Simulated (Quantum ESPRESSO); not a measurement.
## MnS: spin-resolved density of states

Where do the states of the two spins of MnS lie?

Main program and level: Quantum ESPRESSO 7.5; PBE with U = 4 eV on Mn d (ortho-atomic projectors); plane waves with GBRV 1.5 PBE potentials, no spin-orbit coupling.

The database entry behind the starting cell differs from later determinations by our own check (an axis about 0.2 % short against later determinations), so it need not match the best structure at ambient conditions.

**1. The structure**

The structure is cubic, space group Fm-3m (No. 225). Conventional cell: a = 5.209 Å, b = 5.209 Å, c = 5.209 Å, α = 90.00°, β = 90.00°, γ = 90.00°. Mn has 6 S at 2.60 Å nearest. Nearest to S lie 6 Mn at 2.60 Å. Farther neighbours and most contacts between anions are not listed.

The cell comes from the Crystallography Open Database.

**2. Ground-state run**

This state came out lowest in a comparison of starts that is told elsewhere.

The input, pw.in:

```
&CONTROL
  calculation = 'scf'
  prefix = 'pwscf'
  outdir = './tmp'
  pseudo_dir = './pseudo'
  disk_io = 'low'
/
&SYSTEM
  ibrav = 0
  celldm(1) = 8
  nat = 4
  ntyp = 3
  ecutwfc = 40
  ecutrho = 280
  nbnd = 34
  occupations = 'smearing'
  smearing = 'fd'
  degauss = 0.00734986
  nspin = 2
  starting_magnetization(1) = 0.3
  starting_magnetization(2) = -0.3
  starting_magnetization(3) = 0
/
&ELECTRONS
  conv_thr = 8d-09
  electron_maxstep = 150
  mixing_beta = 0.3
/
ATOMIC_SPECIES
Mn1    54.9380 mn_pbe_v1.5.uspp.F.UPF
Mn2    54.9380 mn_pbe_v1.5.uspp.F.UPF
S      32.0600 s_pbe_v1.4.uspp.F.UPF
CELL_PARAMETERS alat
   0.0000000000000    0.6152239614485    0.6152239614485
   0.6152239614485    0.0000000000000    0.6152239614485
   1.2304479228970    1.2304479228970    0.0000000000000
ATOMIC_POSITIONS crystal
Mn1     0.0000000000    0.0000000000    0.0000000000
Mn2     0.0000000000    0.0000000000    0.5000000000
S       0.5000000000    0.5000000000    0.2500000000
S       0.5000000000    0.5000000000    0.7500000000
K_POINTS automatic
10 10 5 0 0 0
HUBBARD {ortho-atomic}
U Mn1-3d 4.0000
U Mn2-3d 4.0000
```

On the command line:

```console
> OMP_NUM_THREADS=1 mpirun -n 2 pw.x -nk 2 -in pw.in > pw.out
```

What it wrote:

```text
Program PWSCF v.7.5 starts

     Message from routine setup:
     using ibrav=0 with symmetry is DISCOURAGED, use correct ibrav instead

     K-points division:     npool     =       2
     Subspace diagonalization in iterative solution of the eigenvalue problem:

     bravais-lattice index     =            0
     lattice parameter (alat)  =       8.0000  a.u.
     unit-cell volume          =     476.9026 (a.u.)^3
     number of atoms/cell      =            4
     number of atomic types    =            3
     number of electrons       =        42.00
     number of Kohn-Sham states=           34
     kinetic-energy cutoff     =      40.0000  Ry
     charge density cutoff     =     280.0000  Ry
     scf convergence threshold =      8.0E-09
     mixing beta               =       0.3000
     number of iterations used =            8  plain     mixing
     Exchange-correlation=  SLA  PW   PBX  PBC
                           (   1   4   3   4   0   0   0)
     Hubbard projectors: ortho-atomic
     Hubbard parameters of DFT+U (Dudarev formulation) in eV:
     U(Mn1-3d) =  4.0000
     U(Mn2-3d) =  4.0000

     Internal variables: lda_plus_u =T, lda_plus_u_kind = 0

     Internal variables: orbital_resolved =F, hub_pot_fix =F, apply_U = F

     celldm(1)=   8.000000  celldm(2)=   0.000000  celldm(3)=   0.000000
     celldm(4)=   0.000000  celldm(5)=   0.000000  celldm(6)=   0.000000

     crystal axes: (cart. coord. in units of alat)
               a(1) = (   0.000000   0.615224   0.615224 )
               a(2) = (   0.615224   0.000000   0.615224 )
               a(3) = (   1.230448   1.230448   0.000000 )

     reciprocal axes: (cart. coord. in units 2 pi/alat)
               b(1) = ( -0.812712  0.812712  0.812712 )
               b(2) = (  0.812712 -0.812712  0.812712 )
               b(3) = (  0.406356  0.406356 -0.406356 )

     PseudoPot. # 1 for Mn read from file:
     mn_pbe_v1.5.uspp.F.UPF
     Pseudo is Ultrasoft + core correction, Zval = 15.0

     PseudoPot. # 2 for Mn read from file:
     mn_pbe_v1.5.uspp.F.UPF
     Pseudo is Ultrasoft + core correction, Zval = 15.0

     PseudoPot. # 3 for S  read from file:
     s_pbe_v1.4.uspp.F.UPF
     Pseudo is Ultrasoft + core correction, Zval =  6.0

     atomic species   valence    mass     pseudopotential
     Mn1              15.00    54.93800     Mn( 1.00)
     Mn2              15.00    54.93800     Mn( 1.00)
     S                 6.00    32.06000     S ( 1.00)

     Starting magnetic structure
     atomic species   magnetization
     Mn1             0.300
     Mn2            -0.300
     S               0.000

     12 Sym. Ops., with inversion, found

   Cartesian axes

     site n.     atom                  positions (alat units)
         1        Mn1    tau(   1) = (   0.0000000   0.0000000   0.0000000  )
         2        Mn2    tau(   2) = (   0.6152240   0.6152240   0.0000000  )
         3        S      tau(   3) = (   0.6152240   0.6152240   0.6152240  )
         4        S      tau(   4) = (   1.2304479   1.2304479   0.6152240  )

     number of k points=    58  Fermi-Dirac smearing, width (Ry)=  0.0073
                       cart. coord. in units 2pi/alat
        k(    1) = (   0.0000000   0.0000000   0.0000000), wk =   0.0020000
        k(    2) = (   0.0812712   0.0812712  -0.0812712), wk =   0.0040000
        k(    3) = (   0.1625424   0.1625424  -0.1625424), wk =   0.0040000
        k(    4) = (   0.0812712  -0.0812712   0.0812712), wk =   0.0120000
        k(    5) = (   0.1625424   0.0000000  -0.0000000), wk =   0.0120000
        [... 53 further k-points ...]

     Dense  grid:    37771 G-vectors     FFT dimensions: (  40,  40,  75)

     Smooth grid:    16185 G-vectors     FFT dimensions: (  30,  30,  60)

     Check: negative core charge=   -0.000037
     Generating pointlists ...
     new r_m :   0.2538 (alat units)  2.0302 (a.u.) for type    1
     new r_m :   0.2538 (alat units)  2.0302 (a.u.) for type    2
     new r_m :   0.2538 (alat units)  2.0302 (a.u.) for type    3

     Initial potential from superposition of free atoms

     starting charge      40.9998, renormalised to      42.0000

     STARTING HUBBARD OCCUPATIONS:

     =================== HUBBARD OCCUPATIONS ===================
     ------------------------ ATOM    1 ------------------------
     Tr[ns(  1)] (up, down, total) =   5.00000  0.00000  5.00000
     Atomic magnetic moment for atom   1 =   5.00000
     [... lines left out ...]
     ------------------------ ATOM    2 ------------------------
     Tr[ns(  2)] (up, down, total) =   0.00000  5.00000  5.00000
     Atomic magnetic moment for atom   2 =  -5.00000
     [... lines left out ...]
     Number of occupied Hubbard levels =   10.0000

     Atomic wfc used for Hubbard projectors are orthogonalized

     Starting wfcs are   34 randomized atomic wfcs

     Self-consistent Calculation

     iteration #  1     ecut=    40.00 Ry     beta= 0.30
     Davidson diagonalization with overlap
     ethr =  1.00E-02,  avg # of iterations =  4.4

     =================== HUBBARD OCCUPATIONS ===================
     ------------------------ ATOM    1 ------------------------
     Tr[ns(  1)] (up, down, total) =   4.85384  0.16096  5.01479
     Atomic magnetic moment for atom   1 =   4.69288
     [... lines left out ...]
     ------------------------ ATOM    2 ------------------------
     Tr[ns(  2)] (up, down, total) =   0.16095  4.85390  5.01484
     Atomic magnetic moment for atom   2 =  -4.69295
     [... lines left out ...]
     Number of occupied Hubbard levels =   10.0296

     total energy              =    -470.46481922 Ry
     estimated scf accuracy    <       0.99407986 Ry

     total magnetization       =     0.00 Bohr mag/cell
     absolute magnetization    =     9.38 Bohr mag/cell

     iteration #  2     ecut=    40.00 Ry     beta= 0.30
     Davidson diagonalization with overlap
     ethr =  2.37E-03,  avg # of iterations =  2.0

     total energy              =    -470.64103016 Ry
     estimated scf accuracy    <       0.04360439 Ry

     total magnetization       =    -0.00 Bohr mag/cell
     absolute magnetization    =     9.47 Bohr mag/cell

     [... further iterations left out ...]

     iteration # 10     ecut=    40.00 Ry     beta= 0.30
     Davidson diagonalization with overlap
     ethr =  2.63E-09,  avg # of iterations =  2.0

     negative rho (up, down):  2.672E-04 4.962E-04

     total energy              =    -470.66024309 Ry
     estimated scf accuracy    <       0.00000010 Ry

     total magnetization       =     0.00 Bohr mag/cell
     absolute magnetization    =     9.47 Bohr mag/cell

     iteration # 11     ecut=    40.00 Ry     beta= 0.30
     Davidson diagonalization with overlap
     ethr =  2.39E-10,  avg # of iterations =  2.1

     negative rho (up, down):  2.671E-04 4.961E-04

     Magnetic moment per site  (integrated on atomic sphere of radius R)
     atom   1 (R=0.254)  charge= 13.1498  magn=  4.4255
     atom   2 (R=0.254)  charge= 13.1499  magn= -4.4254
     atom   3 (R=0.254)  charge=  4.7180  magn= -0.0000
     atom   4 (R=0.254)  charge=  4.7180  magn= -0.0000

     End of self-consistent calculation

     =================== HUBBARD OCCUPATIONS ===================
     ------------------------ ATOM    1 ------------------------
     Tr[ns(  1)] (up, down, total) =   4.96626  0.30109  5.26735
     Atomic magnetic moment for atom   1 =   4.66517
     [... lines left out ...]
     ------------------------ ATOM    2 ------------------------
     Tr[ns(  2)] (up, down, total) =   0.30109  4.96626  5.26735
     Atomic magnetic moment for atom   2 =  -4.66517
     [... lines left out ...]
     Number of occupied Hubbard levels =   10.5347

     Number of k-points >= 100: set verbosity='high' to print the bands.

     the Fermi energy is    10.6173 ev

!    total energy              =    -470.66024315 Ry
     estimated scf accuracy    <          2.1E-09 Ry
     smearing contrib. (-TS)   =      -0.00000007 Ry
     internal energy E=F+TS    =    -470.66024308 Ry

     The total energy is F=E-TS. E is the sum of the following terms:
     one-electron contribution =    -265.11115421 Ry
     hartree contribution      =     147.87135453 Ry
     xc contribution           =     -70.52372659 Ry
     ewald contribution        =    -282.98656422 Ry
     Hubbard energy            =       0.08984740 Ry

     total magnetization       =     0.00 Bohr mag/cell
     absolute magnetization    =     9.47 Bohr mag/cell

     convergence has been achieved in  11 iterations

=------------------------------------------------------------------------------=
   JOB DONE.
=------------------------------------------------------------------------------=
```

It took 93 s on 2 MPI ranks of Arm Neoverse V1, shared host; peak memory 0.4 GiB.

Spin moment in the atom's sphere by atom:

```tsv
atom	spin moment in the atom's sphere (μB)
Mn1	4.43
Mn2	-4.43
S3	0.00
S4	0.00
```

Numbers from this step:

- smearing term TS: 8.87e-7 eV
- magnetization: 0 μB
- absolute magnetization: 9.474 μB
- final state: antiferromagnetic

**3. Post-processing**

The input, projwfc.in:

```
&PROJWFC
  prefix = 'pwscf'
  outdir = './tmp'
  filpdos = 'pdos'
  ngauss = 0
  degauss = 0.01
  DeltaE = 0.05
  Emin = 1.62
  Emax = 15.62
/
```

On the command line:

```console
> OMP_NUM_THREADS=1 mpirun -n 2 projwfc.x -nk 2 -in projwfc.in > projwfc.out
```

What it wrote:

```text
[banner, memory and clock lines left out]
Program PROJWFC v.7.5 starts

     [... lines left out ...]
     IMPORTANT: XC functional enforced from input :
     Exchange-correlation= PBE
                           (   1   4   3   4   0   0   0)
     Any further DFT definition will be discarded
     Please, verify this is what you really want

     G-vector sticks info

     Check: negative core charge=   -0.000037

     negative rho (up, down):  2.671E-04 4.961E-04

     Gaussian broadening (read from input): ngauss,degauss=   0    0.010000

     Calling projwave ....

  Problem Sizes
  natomwfc =           34
  nbnd     =           34
  nkstot   =          116
  npwx     =         2051
  nkb      =           72

     Atomic states used for projection
     (read from pseudopotential files):

     state #   1: atom   1 (Mn1), wfc  1 (l=0 m= 1)
     state #   2: atom   1 (Mn1), wfc  2 (l=1 m= 1)
     state #   3: atom   1 (Mn1), wfc  2 (l=1 m= 2)
     state #   4: atom   1 (Mn1), wfc  2 (l=1 m= 3)
     state #   5: atom   1 (Mn1), wfc  3 (l=0 m= 1)
     state #   6: atom   1 (Mn1), wfc  4 (l=2 m= 1)
     state #   7: atom   1 (Mn1), wfc  4 (l=2 m= 2)
     state #   8: atom   1 (Mn1), wfc  4 (l=2 m= 3)
     state #   9: atom   1 (Mn1), wfc  4 (l=2 m= 4)
     state #  10: atom   1 (Mn1), wfc  4 (l=2 m= 5)
     state #  11: atom   1 (Mn1), wfc  5 (l=1 m= 1)
     state #  12: atom   1 (Mn1), wfc  5 (l=1 m= 2)
     state #  13: atom   1 (Mn1), wfc  5 (l=1 m= 3)
     state #  14: atom   2 (Mn2), wfc  1 (l=0 m= 1)
     state #  15: atom   2 (Mn2), wfc  2 (l=1 m= 1)
     state #  16: atom   2 (Mn2), wfc  2 (l=1 m= 2)
     state #  17: atom   2 (Mn2), wfc  2 (l=1 m= 3)
     state #  18: atom   2 (Mn2), wfc  3 (l=0 m= 1)
     state #  19: atom   2 (Mn2), wfc  4 (l=2 m= 1)
     state #  20: atom   2 (Mn2), wfc  4 (l=2 m= 2)
     state #  21: atom   2 (Mn2), wfc  4 (l=2 m= 3)
     state #  22: atom   2 (Mn2), wfc  4 (l=2 m= 4)
     state #  23: atom   2 (Mn2), wfc  4 (l=2 m= 5)
     state #  24: atom   2 (Mn2), wfc  5 (l=1 m= 1)
     state #  25: atom   2 (Mn2), wfc  5 (l=1 m= 2)
     state #  26: atom   2 (Mn2), wfc  5 (l=1 m= 3)
     state #  27: atom   3 (S  ), wfc  1 (l=0 m= 1)
     state #  28: atom   3 (S  ), wfc  2 (l=1 m= 1)
     state #  29: atom   3 (S  ), wfc  2 (l=1 m= 2)
     state #  30: atom   3 (S  ), wfc  2 (l=1 m= 3)
     state #  31: atom   4 (S  ), wfc  1 (l=0 m= 1)
     state #  32: atom   4 (S  ), wfc  2 (l=1 m= 1)
     state #  33: atom   4 (S  ), wfc  2 (l=1 m= 2)
     state #  34: atom   4 (S  ), wfc  2 (l=1 m= 3)

 [... projections of the bands left out ...]

Lowdin Charges:

     Atom #   1: total charge =  14.9001, s =  2.4620, p =  7.1707, d =  5.2673,
                 spin up      =   9.8172, s =  1.2505,
                 spin up      =   9.8172, p =  3.6004, pz=  1.2001, px=  1.2001, py=  1.2001,
                 spin up      =   9.8172, d =  4.9663, dz2=  0.9898, dxz=  0.9956, dyz=  0.9956, dx2-y2=  0.9898, dxy=  0.9956,
                 spin down    =   5.0829, s =  1.2115,
                 spin down    =   5.0829, p =  3.5703, pz=  1.1901, px=  1.1901, py=  1.1901,
                 spin down    =   5.0829, d =  0.3011, dz2=  0.1172, dxz=  0.0222, dyz=  0.0222, dx2-y2=  0.1172, dxy=  0.0222,
                 polarization =   4.7344, s =  0.0390, p =  0.0302, d =  4.6652,
     Atom #   2: total charge =  14.9001, s =  2.4620, p =  7.1707, d =  5.2674,
                 spin up      =   5.0829, s =  1.2115,
                 spin up      =   5.0829, p =  3.5703, pz=  1.1901, px=  1.1901, py=  1.1901,
                 spin up      =   5.0829, d =  0.3011, dz2=  0.1172, dxz=  0.0222, dyz=  0.0222, dx2-y2=  0.1172, dxy=  0.0222,
                 spin down    =   9.8172, s =  1.2505,
                 spin down    =   9.8172, p =  3.6004, pz=  1.2001, px=  1.2001, py=  1.2001,
                 spin down    =   9.8172, d =  4.9663, dz2=  0.9898, dxz=  0.9956, dyz=  0.9956, dx2-y2=  0.9898, dxy=  0.9956,
                 polarization =  -4.7344, s = -0.0390, p = -0.0302, d = -4.6652,
     Atom #   3: total charge =   6.0686, s =  1.5308, p =  4.5377, d =  0.0000,
                 spin up      =   3.0343, s =  0.7654,
                 spin up      =   3.0343, p =  2.2689, pz=  0.7563, px=  0.7563, py=  0.7563,
                 spin up      =   3.0343, d =  0.0000, dz2=  0.0000, dxz=  0.0000, dyz=  0.0000, dx2-y2=  0.0000, dxy=  0.0000,
                 spin down    =   3.0343, s =  0.7654,
                 spin down    =   3.0343, p =  2.2689, pz=  0.7563, px=  0.7563, py=  0.7563,
                 spin down    =   3.0343, d =  0.0000, dz2=  0.0000, dxz=  0.0000, dyz=  0.0000, dx2-y2=  0.0000, dxy=  0.0000,
                 polarization =  -0.0000, s = -0.0000, p = -0.0000, d =  0.0000,
     Atom #   4: total charge =   6.0686, s =  1.5308, p =  4.5377, d =  0.0000,
                 spin up      =   3.0343, s =  0.7654,
                 spin up      =   3.0343, p =  2.2689, pz=  0.7563, px=  0.7563, py=  0.7563,
                 spin up      =   3.0343, d =  0.0000, dz2=  0.0000, dxz=  0.0000, dyz=  0.0000, dx2-y2=  0.0000, dxy=  0.0000,
                 spin down    =   3.0343, s =  0.7654,
                 spin down    =   3.0343, p =  2.2689, pz=  0.7563, px=  0.7563, py=  0.7563,
                 spin down    =   3.0343, d =  0.0000, dz2=  0.0000, dxz=  0.0000, dyz=  0.0000, dx2-y2=  0.0000, dxy=  0.0000,
                 polarization =  -0.0000, s = -0.0000, p = -0.0000, d =  0.0000,
     Spilling Parameter:   0.0015
```

Elapsed: 2.7 s, on 2 MPI ranks; peak memory 0.12 GiB.

The density of states has structure finer than the step of the table below, so its rows give means over 0.5 eV, whole bins alone (the curve runs from -9.00 to 5.05 eV). Peaks (eV: height): up = down -6.30: 5.53, -5.85: 4.42, -5.05: 3.04, 2.70: 4.87; Mn1 d up = Mn2 d down -6.30: 4.14, -5.80: 3.58, -5.05: 1.47; Mn1 d down = Mn2 d up 2.70: 3.93; S3 p up = S3 p down -6.30: 0.521, -3.65: 0.613, -2.50: 0.644, -2.00: 0.757.

Gaussian broadening of 0.136 eV on the SCF mesh. Table of density of states by energy, zero at the Fermi level; means over each step; values in states/eV/cell:

```tsv
energy (eV)	up = down	Mn1 d up = Mn2 d down	Mn1 d down = Mn2 d up	S3 p up = S3 p down
-8.0	0	0	0	0
-7.5	0.0519	0.0176	4.9e-4	0.0118
-7.0	1.18	0.550	0.00688	0.217
-6.5	3.47	2.34	0.0115	0.406
-6.0	3.97	3.06	0.0272	0.319
-5.5	1.72	1.39	0.0138	0.109
-5.0	2.30	1.06	0.0466	0.398
-4.5	1.04	0.305	0.0258	0.249
-4.0	1.34	0.221	0.0473	0.405
-3.5	1.54	0.129	0.0668	0.544
-3.0	1.06	0.112	0.0549	0.371
-2.5	1.60	0.241	0.0805	0.532
-2.0	1.96	0.303	0.140	0.671
-1.5	0.732	0.0998	0.0472	0.270
-1.0	0.0274	0.00331	4.4e-4	0.0112
-0.5	0	0	0	0
0.0	0	0	0	0
0.5	0	0	0	0
1.0	0.0158	3.9e-5	0.00212	4.9e-5
1.5	0.919	0.00317	0.540	0.00910
2.0	2.51	0.00617	1.72	0.0334
2.5	3.46	0.00675	2.76	0.0730
3.0	3.43	0.00612	2.87	0.0879
3.5	0.969	0.00224	0.403	0.0459
4.0	1.13	0.00310	0.201	0.0496
4.5	1.07	0.00406	0.159	0.0645
```

**4. What came out**

* state: antiferromagnetic
* largest moment in a sphere: 4.43 μB

**Reading.** Distinct peaks of the density of states (up = down) stand at -6.30, -5.85, -5.05, -2.00 and 2.70 eV; the one at -6.30 eV is strongest. These are Kohn–Sham states without spin–orbit coupling, on the mesh of the self-consistent run. The moments are opposed on like sites, so the totals of the two spins are equal and the projections on single atoms show the splitting. Energies are free energies at an electronic temperature of 1160 K, which lowers moments and differences where the moments are itinerant.

[Logs and program files are shortened in this print: banners, set-up blocks, solver, clock and traceback lines can be left out without a mark of their own.]

[Logs are printed without paths, hosts, clocks, repeated set-up lines and the standing remarks that a program may print on its own settings, such as how far it seeks lower states.]

[Hosts, paths, dates, database ids (printed as entryN), source tags and the programs' standing remarks are cut or masked in the printed files.]

[Where a cell is said to come from a database of computed structures, the database is the Materials Project.]
